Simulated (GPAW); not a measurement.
# Na/Pd(110) in an electric field, part 2 of 2

Wanted: the out-of-plane polarisability of Na/Pd(110).

GPAW 26.7.0; GPAW, PAW setups; slab in vacuum, relaxation (the session's first sound run).

So far. Step 9 (Field on): The dipole is now 0.244 e Å, against 0.10 in the run without a field.

**10. Field on**

run.py

```python
import json
import numpy as np
from ase import Atoms
from gpaw import GPAW, PW
from gpaw.external import ConstantElectricField

slab = Atoms(
    ['Pd', 'Pd', 'Pd', 'Pd', 'Pd', 'Na'],
    positions=[
        [0.00000, 0.00000, 9.00000],
        [1.94500, 1.37532, 10.37532],
        [0.00000, 0.00000, 11.75065],
        [1.94500, 1.37532, 13.24730],
        [0.00000, -0.00000, 14.53970],
        [0.00000, 0.00000, 17.24822]],
    cell=[[3.89, 0.0, 0.0], [0.0, 2.75065, 0.0], [0.0, 0.0, 26.70379]],
    pbc=[True, True, False])

slab.calc = GPAW(mode=PW(400), xc='PBE', kpts={'size': (8, 11, 1), 'gamma': True},
                 occupations={'name': 'fermi-dirac', 'width': 0.1}, nbands='160%',
                 convergence={'density': 1e-05}, maxiter=200,
                 poissonsolver={'dipolelayer': 'xy'},
                 external=ConstantElectricField(0.3, [0, 0, 1]),
                 symmetry={'tolerance': 1e-3}, txt='slab.txt')
result = {}
energy = slab.get_potential_energy()
fermi = slab.calc.get_fermi_level()
v = slab.calc.get_electrostatic_potential().mean((0, 1)) - fermi
n = slab.calc.get_pseudo_density().mean((0, 1))
L = slab.cell[2, 2]
z = np.arange(len(v)) * L / len(v)
low, high = slab.positions[:, 2].min(), slab.positions[:, 2].max()
below, above = np.interp([low - 6.8, high + 6.8], z, v)
slopes = [np.interp(x, z, np.gradient(v, z)) for x in (low - 6.8, high + 6.8)]
eps = np.array([[slab.calc.get_eigenvalues(k, s) for k in range(len(slab.calc.get_ibz_k_points()))]
                for s in range(slab.calc.get_number_of_spins())]) - fermi
top, bottom = eps[eps < 0].max(), eps[eps > 0].min()
dipole = slab.get_dipole_moment()[2]
print(f'energy {energy:.4f} eV, Fermi level {fermi:.4f} eV, dipole {dipole:.5f} e A')
print(f'potential 6.8 A off the faces, from the Fermi level: lower {below:.4f} eV, upper {above:.4f} eV')
print(f'slope of the potential there: lower {slopes[0]:.5f}, upper {slopes[1]:.5f} eV/A')
print(f'nearest levels on the mesh: {top:.4f} and {bottom:.4f} eV')
print('magnetic moment', round(slab.get_magnetic_moment(), 3))
result.update(energy=energy, fermi=fermi, dipole=dipole, below=below, above=above, slopes=slopes, edges=[top, bottom],
              z=z.tolist(), v=v.tolist(), n=n.tolist(), positions=slab.positions.tolist(),
              forces=slab.get_forces(apply_constraint=False).tolist(), moments=slab.get_magnetic_moments().tolist())
json.dump(result, open('result.json', 'w'))
```

Launch:

```bash
$ OMP_NUM_THREADS=1 OPENBLAS_NUM_THREADS=1 python run.py
```

It took 11 min on 1 thread of Arm Neoverse V2, shared host; peak memory 0.55 GiB.

The electrostatic potential energy of an electron (without an applied field's), less the Fermi level, planar mean oscillates, so the rows of the table below give means over windows of 0.5 Å about each position, cut where the curve ends. Its maxima inside the range that stand out by 2 % of the span (Å: eV): 3.31: 6.50, 9.72: -4.47, 11.11: -5.25, 12.50: -3.85, 13.89: -7.11, 15.81: 2.27. Its minima: 8.97: -11.2, 10.36: -12.3, 11.75: -12.6, 13.25: -13.2, 14.53: -13.2, 17.30: -5.87.

The electrostatic potential energy of an electron (without an applied field's), less the Fermi level, planar mean by z; means over each step:

z (Å), electrostatic potential energy of an electron (without an applied field's), less the Fermi level, planar mean (eV) and a bar from the least value:
```
      0.0        4.8 ###########################
      0.5        6.3 ##############################
      1.0        6.5 ##############################
      1.5        6.5 ##############################
      2.0        6.5 ##############################
      2.5        6.5 ##############################
      3.0        6.5 ##############################
      3.5        6.5 ##############################
      4.0        6.5 ##############################
      4.5        6.5 ##############################
      5.0        6.5 ##############################
      5.5        6.5 ##############################
      6.0        6.5 ##############################
      6.5        6.4 ##############################
      7.0        6.3 ##############################
      7.5        5.8 #############################
      8.0        3.9 ##########################
      8.5       -2.8 ###############
      9.0      -10.3 ###
      9.5       -6.1 ##########
     10.0       -7.8 #######
     10.5      -11.0 ##
     11.0       -6.1 ##########
     11.5      -10.0 ####
     12.0       -9.8 ####
     12.5       -4.7 ############
     13.0      -10.2 ###
     13.5      -11.0 ##
     14.0       -8.2 ######
     14.5      -12.2 
     15.0       -5.6 ###########
     15.5        1.2 ######################
     16.0        1.9 #######################
     16.5       -0.5 ###################
     17.0       -4.5 ############
     17.5       -5.0 ############
     18.0       -2.2 ################
     18.5       -0.4 ###################
     19.0        0.5 ####################
     19.5        0.9 #####################
     20.0        1.1 #####################
     20.5        1.1 #####################
     21.0        1.2 #####################
     21.5        1.2 #####################
     22.0        1.2 #####################
     22.5        1.2 #####################
     23.0        1.2 #####################
     23.5        1.2 #####################
     24.0        1.2 #####################
     24.5        1.2 #####################
     25.0        1.2 #####################
     25.5        1.2 #####################
     26.0        1.2 #####################
     26.5        1.9 #######################
```

The dipole is now 0.314 e Å, against 0.10 in the run without a field.

**11. The series**

The members are put on one axis.

This step: induced dipole against applied field (GPAW 26.7.0).

Dipole along the normal against field:

| field (V/Å) | dipole along the normal (e·Å) |
| --- | --- |
| -0.200 | -0.0417 |
| -0.100 | 0.0302 |
| -0.050 | 0.0660 |
| 0.000 | 0.102 |
| 0.050 | 0.137 |
| 0.100 | 0.173 |
| 0.200 | 0.244 |
| 0.300 | 0.314 |

**12. A changed run**

One more run, with changed settings.

This step: GPAW, PAW setups; slab in vacuum (GPAW 26.7.0).

run.py, as its differences from that of step 10:

```diff
@@ -4,3 +4,2 @@
 from gpaw import GPAW, PW
-from gpaw.external import ConstantElectricField
 
@@ -18,7 +17,6 @@
 
-slab.calc = GPAW(mode=PW(400), xc='PBE', kpts={'size': (8, 11, 1), 'gamma': True},
+slab.calc = GPAW(mode=PW(400), xc='PBE', kpts={'size': (1, 1, 1), 'gamma': True},
                  occupations={'name': 'fermi-dirac', 'width': 0.1}, nbands='160%',
-                 convergence={'density': 1e-05}, maxiter=200,
+                 convergence={'density': 1e-05}, maxiter=100,
                  poissonsolver={'dipolelayer': 'xy'},
-                 external=ConstantElectricField(0.3, [0, 0, 1]),
                  symmetry={'tolerance': 1e-3}, txt='slab.txt')
```

It took 16 s on 1 thread; peak memory 0.19 GiB.

The run finished. A setting was moved off its sound value on purpose, so it serves as a test and not as the result.

The fault put into the input: one k-point (kpts = [1, 1]).

Side by side:

| quantity | this run | sound run | difference |
| --- | --- | --- | --- |
| dipole along the normal (e·Å) | 0.092506 | 0.10172 | -0.00922 |
| upper work function (eV) | 4.3475 | 3.0463 | 1.30 |
| lower work function (eV) | 5.9119 | 4.7662 | 1.15 |

The two runs differ clearly in the upper work function: 4.35 eV against 3.05 eV.

**13. Outcome**

```
work function, upper and lower face            : 3.046 and 4.766 eV
dipole along the normal                        : 0.102 e Å
induced dipole per field                       : 0.712 e Å per V/Å
out-of-plane polarisability per area, α/(ε0 A) : 12.0 Å
```

**Reading.** The field induces 0.712 e Å per V/Å, a polarisable thickness α/(ε0 A) of 12.0 Å beside 8.25 Å between the outermost nuclei. A perfect conductor would give the distance between its two image planes; a dielectric of thickness t gives t(1 - 1/ε). The two faces differ by 1.7 eV, the step that the slab's dipole makes (e p/(ε0 A) gives 1.7 eV), so the dipole layer is needed. The induced dipole is linear in the field over this range. The cell of 10.7 Å² holds one Na, started on one chosen site; other sites and coverages weren't tried. The in-plane lattice was kept as typed, which isn't the functional's own and leaves some strain; spin-orbit coupling and temperature are left out.

[Logs are printed without paths, hosts, clocks, repeated set-up lines and the standing remarks that a program may print on its own settings, such as how far it seeks lower states.]

[Hosts, paths, dates, database ids (printed as entryN), source tags and the programs' standing remarks are cut or masked in the printed files.]
